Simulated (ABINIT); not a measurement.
# H (P4/mmm): phonons by linear response

How does H (P4/mmm) vibrate, and is this structure a minimum?

Method: DFT LDA, scalar-relativistic, plane waves, PseudoDojo norm-conserving pseudopotentials, in ABINIT 10.8.3.

### 1. Set-up

Symmetry: P4/mmm, No. 123, tetragonal system. Conventional cell: a = 2.650 Å, b = 2.650 Å, c = 0.980 Å, α = 90.00°, β = 90.00°, γ = 90.00°. Nearest to H lie 2 H at 0.98 Å.

### 2. A first look

A first run with smearing and empty bands tells whether the crystal has a gap, which decides between fixed occupations and smearing later on.

The input, probe.abi:

```
# ground state
tolvrs 1.0d-08
prtden 1
prtwf 1

# basis, mesh and filling
ecut 31.0
ngkpt 6 6 18
nshiftk 1
shiftk 0.0 0.0 0.0
istwfk *1
occopt 7
tsmear 0.005
nband 5
nstep 100
diemac 9.0
prtebands 0
prtgsr 0
useylm 1

# cell and atoms
acell 5.007091548 5.007091548 1.852863086
rprim 
    1.0 0.0 0.0
    0.0 1.0 0.0
    0.0 0.0 1.0
ntypat 1
znucl 1
natom 1
typat 1
xred 
    0.0 0.0 0.5
pp_dirpath "./pseudo"
pseudos "H.upf"
```

Run with:

```
$ OMP_NUM_THREADS=1 mpirun -n 4 abinit probe.abi > probe.log
```

Numbers of over 12 decimals in the logs are rounded to 6 here.

probe.abo, the main output file:

```text
[banners, grids, parts of the stress and lines that vanish by symmetry left out]
- input  file    -> probe.abi
- output file    -> probe.abo
- root for input  files -> probei
[...]
Symmetries : space group P4/m m m (#123); Bravais tP (primitive tetrag.)
[...]
mpw =         397          nfft =        7290          nkpt =         100
[...]
== DATASET  1 ==================================================================
[...]
cutoff_energies: {ecut:  31.0, pawecutdg:  -1.0, }
[...]
ETOT  1 -0.560514    -5.605E-01 4.891E-02 4.701E+00
 ETOT  2 -0.561503    -9.894E-04 1.050E-03 1.262E-01
 ETOT  3 -0.561515    -1.153E-05 1.372E-04 2.932E-03
 ETOT  4 -0.561515    -9.659E-08 7.913E-05 1.087E-05
 ETOT  5 -0.561515    -1.426E-10 1.956E-05 1.970E-08
 ETOT  6 -0.561515    -2.013E-12 9.216E-06 1.361E-10
 At SCF step    6       vres2   =  1.36E-10 < tolvrs=  1.00E-08 =>converged.
[...]
sigma(1 1)= -9.78626170E-07  sigma(3 2)=  0.00000000E+00
  sigma(2 2)= -9.78626170E-07  sigma(3 1)=  0.00000000E+00
  sigma(3 3)= -8.40089030E-05  sigma(2 1)=  0.00000000E+00
[...]
convergence: {deltae: -2.013E-12, res2:  1.361E-10, residm:  9.216E-06, diffor: null, }
etotal    :  -5.61515122E-01
[...]
sigma(1 1)= -9.78626170E-07  sigma(3 2)=  0.00000000E+00
  sigma(2 2)= -9.78626170E-07  sigma(3 1)=  0.00000000E+00
  sigma(3 3)= -8.40089030E-05  sigma(2 1)=  0.00000000E+00
[...]
- sigma(1 1)= -2.87921760E-02  sigma(3 2)=  0.00000000E+00
- sigma(2 2)= -2.87921760E-02  sigma(3 1)=  0.00000000E+00
- sigma(3 3)= -2.47162726E+00  sigma(2 1)=  0.00000000E+00
[...]
fcart     -0.0000000000E+00 -0.0000000000E+00 -0.0000000000E+00
           strten     -9.7862616980E-07 -9.7862616980E-07 -8.4008903023E-05
================================================================================

[key lines of the parts left out:]
pressure_GPa:   8.4307E-01
```

The job ended after 2.1 s (4 MPI ranks of Arm Neoverse V1, shared host).

This step gave:

| Property | Result |
| --- | --- |
| volume per atom | 6.884 Å³ |
| pressure | 0.8431 GPa |
| gap on the k-mesh | 0 eV |

No gap opens on this mesh, so smearing is kept; the printed pressure holds the stress of the finite basis too.

### 3. Relaxation

The harmonic expansion needs vanishing forces, and a free crystal bears no stress, so cell and atoms are brought to rest. Stress is more sensitive to the basis than forces are: the last 3 Ha under the cutoff are smoothed with ecutsm, and the cutoff is raised above that of the later runs.

The input, relax.abi:

```
# relaxation
ionmov 2
optcell 2
dilatmx 1.08
ntime 40
tolmxf 1.0d-05
tolvrs 1.0d-14
prtwf 0
prtden 0
chksymtnons 0

# basis, mesh and filling
ecut 39.0
ecutsm 3.0
ngkpt 14 14 36
nshiftk 1
shiftk 0.0 0.0 0.0
istwfk *1
occopt 3
tsmear 0.01
nband 5
nstep 100
diemac 1000000.0
prtebands 0
prtgsr 0
useylm 1

# cell and atoms
acell 5.007091548 5.007091548 1.852863086
rprim 
    1.0 0.0 0.0
    0.0 1.0 0.0
    0.0 0.0 1.0
ntypat 1
znucl 1
natom 1
typat 1
xred 
    0.0 0.0 0.5
pp_dirpath "./pseudo"
pseudos "H.upf"
```

Run with:

```
$ OMP_NUM_THREADS=1 mpirun -n 4 abinit relax.abi > relax.log
```

relax.abo, the main output file:

```text
[banners, grids, parts of the stress and lines that vanish by symmetry left out]
- input  file    -> relax.abi
- output file    -> relax.abo
- root for input  files -> relaxi
[...]
Symmetries : space group P4/m m m (#123); Bravais tP (primitive tetrag.)
[...]
mpw =         702          nfft =       12288          nkpt =         684
[...]
== DATASET  1 ==================================================================
[...]
cutoff_energies: {ecut:  39.0, pawecutdg:  -1.0, }
[...]
ETOT  1 -0.559611    -5.596E-01 6.266E-02 7.709E+00
 ETOT  2 -0.560780    -1.169E-03 2.590E-03 3.416E-01
 ETOT  3 -0.560800    -1.973E-05 8.376E-04 9.387E-03
 ETOT  4 -0.560800    -1.886E-07 1.068E-03 4.462E-05
 ETOT  5 -0.560800    -4.275E-10 1.341E-04 2.800E-07
[...]
At SCF step    8       vres2   =  1.35E-15 < tolvrs=  1.00E-14 =>converged.
[...]
sigma(1 1)=  4.29161098E-05  sigma(3 2)=  0.00000000E+00
  sigma(2 2)=  4.29161098E-05  sigma(3 1)=  0.00000000E+00
  sigma(3 3)= -2.14746656E-04  sigma(2 1)=  0.00000000E+00
[...]
convergence: {deltae: -9.659E-15, res2:  1.351E-15, residm:  1.865E-05, diffor: null, }
etotal    :  -5.60800233E-01
[...]
ETOT  1 -0.560857    -5.609E-01 4.662E-04 1.855E-02
[...]
At SCF step    7       vres2   =  2.44E-17 < tolvrs=  1.00E-14 =>converged.
[...]
sigma(1 1)=  4.17337343E-05  sigma(3 2)=  0.00000000E+00
  sigma(2 2)=  4.17337343E-05  sigma(3 1)=  0.00000000E+00
  sigma(3 3)= -1.42713161E-04  sigma(2 1)=  0.00000000E+00
[...]
convergence: {deltae:  1.732E-14, res2:  2.441E-17, residm:  2.239E-08, diffor: null, }
etotal    :  -5.60858676E-01
[...]
ETOT  1 -0.560911    -5.609E-01 3.999E+00 6.370E-02
[...]
At SCF step    7       vres2   =  8.86E-17 < tolvrs=  1.00E-14 =>converged.
[...]
sigma(1 1)=  3.88003641E-05  sigma(3 2)=  0.00000000E+00
  sigma(2 2)=  3.88003641E-05  sigma(3 1)=  0.00000000E+00
  sigma(3 3)=  9.48615020E-06  sigma(2 1)=  0.00000000E+00
[...]
convergence: {deltae: -1.310E-14, res2:  8.864E-17, residm:  4.531E-07, diffor: null, }
etotal    :  -5.60917806E-01
[...]
ETOT  1 -0.560923    -5.609E-01 1.422E-03 3.945E-04
[...]
At SCF step    6       vres2   =  4.07E-16 < tolvrs=  1.00E-14 =>converged.
[...]
sigma(1 1)=  3.82090622E-05  sigma(3 2)=  0.00000000E+00
  sigma(2 2)=  3.82090622E-05  sigma(3 1)=  0.00000000E+00
  sigma(3 3)=  2.17856821E-05  sigma(2 1)=  0.00000000E+00
[...]
convergence: {deltae: -2.398E-14, res2:  4.067E-16, residm:  1.573E-08, diffor: null, }
etotal    :  -5.60923005E-01
[...]
ETOT  1 -0.560957    -5.610E-01 6.573E+00 1.431E-01
[...]
sigma(1 1)=  3.14582645E-05  sigma(3 2)=  0.00000000E+00
  sigma(2 2)=  3.14582645E-05  sigma(3 1)=  0.00000000E+00
[...]
convergence: {deltae: -1.044E-14, res2:  3.235E-16, residm:  5.126E-02, diffor: null, }
etotal    :  -5.60967391E-01
[...]
ETOT  1 -0.560982    -5.610E-01 1.696E+02 4.316E-01
[...]
convergence: {deltae: -7.105E-15, res2:  1.447E-15, residm:  6.659E-05, diffor: null, }
etotal    :  -5.61015788E-01
[...]
ETOT  1 -0.561002    -5.610E-01 9.869E+02 7.310E-01
[...]
convergence: {deltae: -7.216E-15, res2:  2.064E-15, residm:  1.049E-01, diffor: null, }
etotal    :  -5.61059995E-01
[...]
ETOT  1 -0.561067    -5.611E-01 9.181E+02 1.176E-01
[...]
convergence: {deltae:  1.144E-14, res2:  8.047E-17, residm:  3.135E-08, diffor: null, }
etotal    :  -5.61076526E-01
[...]
ETOT  1 -0.561079    -5.611E-01 4.962E-03 3.544E-04
[...]
At SCF step    6       vres2   =  1.12E-16 < tolvrs=  1.00E-14 =>converged.
[...]
sigma(2 2)= -4.41913606E-07  sigma(3 1)=  0.00000000E+00
  sigma(3 3)=  6.00555627E-07  sigma(2 1)=  0.00000000E+00
[...]
convergence: {deltae: -1.188E-14, res2:  1.125E-16, residm:  9.799E-09, diffor: null, }
etotal    :  -5.61079085E-01
[...]
ETOT  1 -0.561079    -5.611E-01 6.087E-07 2.289E-04
[...]
ETOT  5 -0.561079     6.661E-15 1.438E-09 8.077E-14
 ETOT  6 -0.561079    -8.993E-15 1.040E-10 6.536E-17
 At SCF step    6       vres2   =  6.54E-17 < tolvrs=  1.00E-14 =>converged.
[...]
sigma(1 1)= -1.34207116E-08  sigma(3 2)=  0.00000000E+00
  sigma(2 2)= -1.34207116E-08  sigma(3 1)=  0.00000000E+00
  sigma(3 3)= -4.41892335E-08  sigma(2 1)=  0.00000000E+00
[...]
convergence: {deltae: -8.993E-15, res2:  6.536E-17, residm:  1.040E-10, diffor: null, }
etotal    :  -5.61079097E-01
[...]
At Broyd/MD step  10, gradients are converged :
[...]
sigma(1 1)= -1.34207116E-08  sigma(3 2)=  0.00000000E+00
  sigma(2 2)= -1.34207116E-08  sigma(3 1)=  0.00000000E+00
  sigma(3 3)= -4.41892335E-08  sigma(2 1)=  0.00000000E+00
[...]
- sigma(1 1)= -3.94850966E-04  sigma(3 2)=  0.00000000E+00
- sigma(2 2)= -3.94850966E-04  sigma(3 1)=  0.00000000E+00
- sigma(3 3)= -1.30009213E-03  sigma(2 1)=  0.00000000E+00
[...]
fcart     -0.0000000000E+00 -0.0000000000E+00 -0.0000000000E+00
           strten     -1.3420711553E-08 -1.3420711554E-08 -4.4189233494E-08
================================================================================

[key lines of the parts left out:]
pressure_GPa:   6.9660E-04
Total energy (etotal) [Ha]= -5.61079096784225E-01
```

Run time: 66 s. Hardware: 4 MPI ranks.

Step by step:

```csv
step,energy less that of the first step (eV),largest force (eV/Å),volume (Å³)
1,0.0000,0.0000,6.88
2,-0.0016,0.0000,6.91
3,-0.0032,0.0000,6.95
4,-0.0033,0.0000,6.94
5,-0.0045,0.0000,6.72
6,-0.0059,0.0000,6.39
7,-0.0071,0.0000,6.00
8,-0.0075,0.0000,5.87
9,-0.0076,0.0000,5.89
10,-0.0076,0.0000,5.89
```

```
conventional cell, symmetrised  before  after   change
                         a (Å)   2.650  2.429   -8.3 %
                         b (Å)   2.650  2.429   -8.3 %
                         c (Å)   0.980  0.999   +1.9 %
              volume (Å³/atom)    6.88   5.89  -14.4 %
```

The relaxed structure:

```xyz
1
Lattice="2.4294 0.0000 0.0000 0.0000 2.4294 0.0000 0.0000 0.0000 0.9987" Properties=species:S:1:pos:R:3 pbc="T T T"
H     0.0000    0.0000    0.4993
```

Read from the output:

- volume per atom: 5.894 Å³
- pressure: 6.97e-4 GPa

The volume changes by -14.4 % in this run and stands -14.4 % from the first cell.

### 4. Ground state

The response is built on these wavefunctions, so the potential is converged far more tightly than an energy would need. Smearing stays on, as the first look found no gap above 0.3 eV.

The input, gs.abi:

```
# ground state
tolvrs 1.0d-16
prtden 1
prtwf 1

# basis, mesh and filling
ecut 31.0
ngkpt 16 16 36
nshiftk 1
shiftk 0.0 0.0 0.0
istwfk *1
occopt 3
tsmear 0.01
nband 5
nstep 100
diemac 1000000.0
prtebands 0
prtgsr 0
useylm 1

# cell and atoms
acell 4.590894034 4.590894034 1.887211302
rprim 
    1.0 0.0 0.0
    0.0 1.0 0.0
    0.0 0.0 1.0
ntypat 1
znucl 1
natom 1
typat 1
xred 
    0.0 0.0 0.5
pp_dirpath "./pseudo"
pseudos "H.upf"
```

Run with:

```
$ OMP_NUM_THREADS=1 mpirun -n 4 abinit gs.abi > gs.log
```

gs.abo, the main output file:

```text
[banners, grids, parts of the stress and lines that vanish by symmetry left out]
- input  file    -> gs.abi
- output file    -> gs.abo
- root for input  files -> gsi
[...]
Symmetries : space group P4/m m m (#123); Bravais tP (primitive tetrag.)
[...]
mpw =         352          nfft =        5760          nkpt =         855
[...]
== DATASET  1 ==================================================================
[...]
cutoff_energies: {ecut:  31.0, pawecutdg:  -1.0, }
[...]
ETOT  1 -0.560198    -5.602E-01 1.695E-01 2.695E+00
 ETOT  2 -0.561014    -8.167E-04 3.335E-03 8.627E-02
 ETOT  3 -0.561026    -1.119E-05 5.736E-04 1.582E-03
 ETOT  4 -0.561026    -6.918E-08 2.015E-04 6.148E-06
 ETOT  5 -0.561026    -1.456E-10 9.398E-05 1.844E-08
 ETOT  6 -0.561026    -2.617E-12 5.582E-05 6.013E-11
 ETOT  7 -0.561026    -9.548E-15 3.364E-05 1.405E-13
 ETOT  8 -0.561026     8.771E-15 2.647E-05 8.428E-17
 At SCF step    8       vres2   =  8.43E-17 < tolvrs=  1.00E-16 =>converged.
[...]
sigma(1 1)=  9.51673334E-06  sigma(3 2)=  0.00000000E+00
  sigma(2 2)=  9.51673334E-06  sigma(3 1)=  0.00000000E+00
  sigma(3 3)=  8.45123756E-06  sigma(2 1)=  0.00000000E+00
[...]
convergence: {deltae:  8.771E-15, res2:  8.428E-17, residm:  2.647E-05, diffor: null, }
etotal    :  -5.61025678E-01
[...]
sigma(1 1)=  9.51673334E-06  sigma(3 2)=  0.00000000E+00
  sigma(2 2)=  9.51673334E-06  sigma(3 1)=  0.00000000E+00
  sigma(3 3)=  8.45123756E-06  sigma(2 1)=  0.00000000E+00
[...]
- sigma(1 1)=  2.79991961E-01  sigma(3 2)=  0.00000000E+00
- sigma(2 2)=  2.79991961E-01  sigma(3 1)=  0.00000000E+00
- sigma(3 3)=  2.48643993E-01  sigma(2 1)=  0.00000000E+00
[...]
fcart     -0.0000000000E+00 -0.0000000000E+00 -0.0000000000E+00
           strten      9.5167333368E-06  9.5167333368E-06  8.4512375615E-06
================================================================================

[key lines of the parts left out:]
pressure_GPa:  -2.6954E-01
```

Elapsed: 9.7 s, on 4 MPI ranks; 39 s of CPU time.

This step gave:

```yaml
pressure: -0.2695 GPa
```

The cell stands at -0.27 GPa: the relaxation ran with a smoothed and higher cutoff and on another k mesh.

(Part 1 of 4 ends here.)

[Host names and launcher messages were left out of these logs when they were recorded.]

[Logs are printed without paths, hosts, clocks, repeated set-up lines and the standing remarks that a program may print on its own settings, such as how far it seeks lower states.]

[Hosts, paths, dates, database ids (printed as entryN), source tags and the programs' standing remarks are cut or masked in the printed files.]
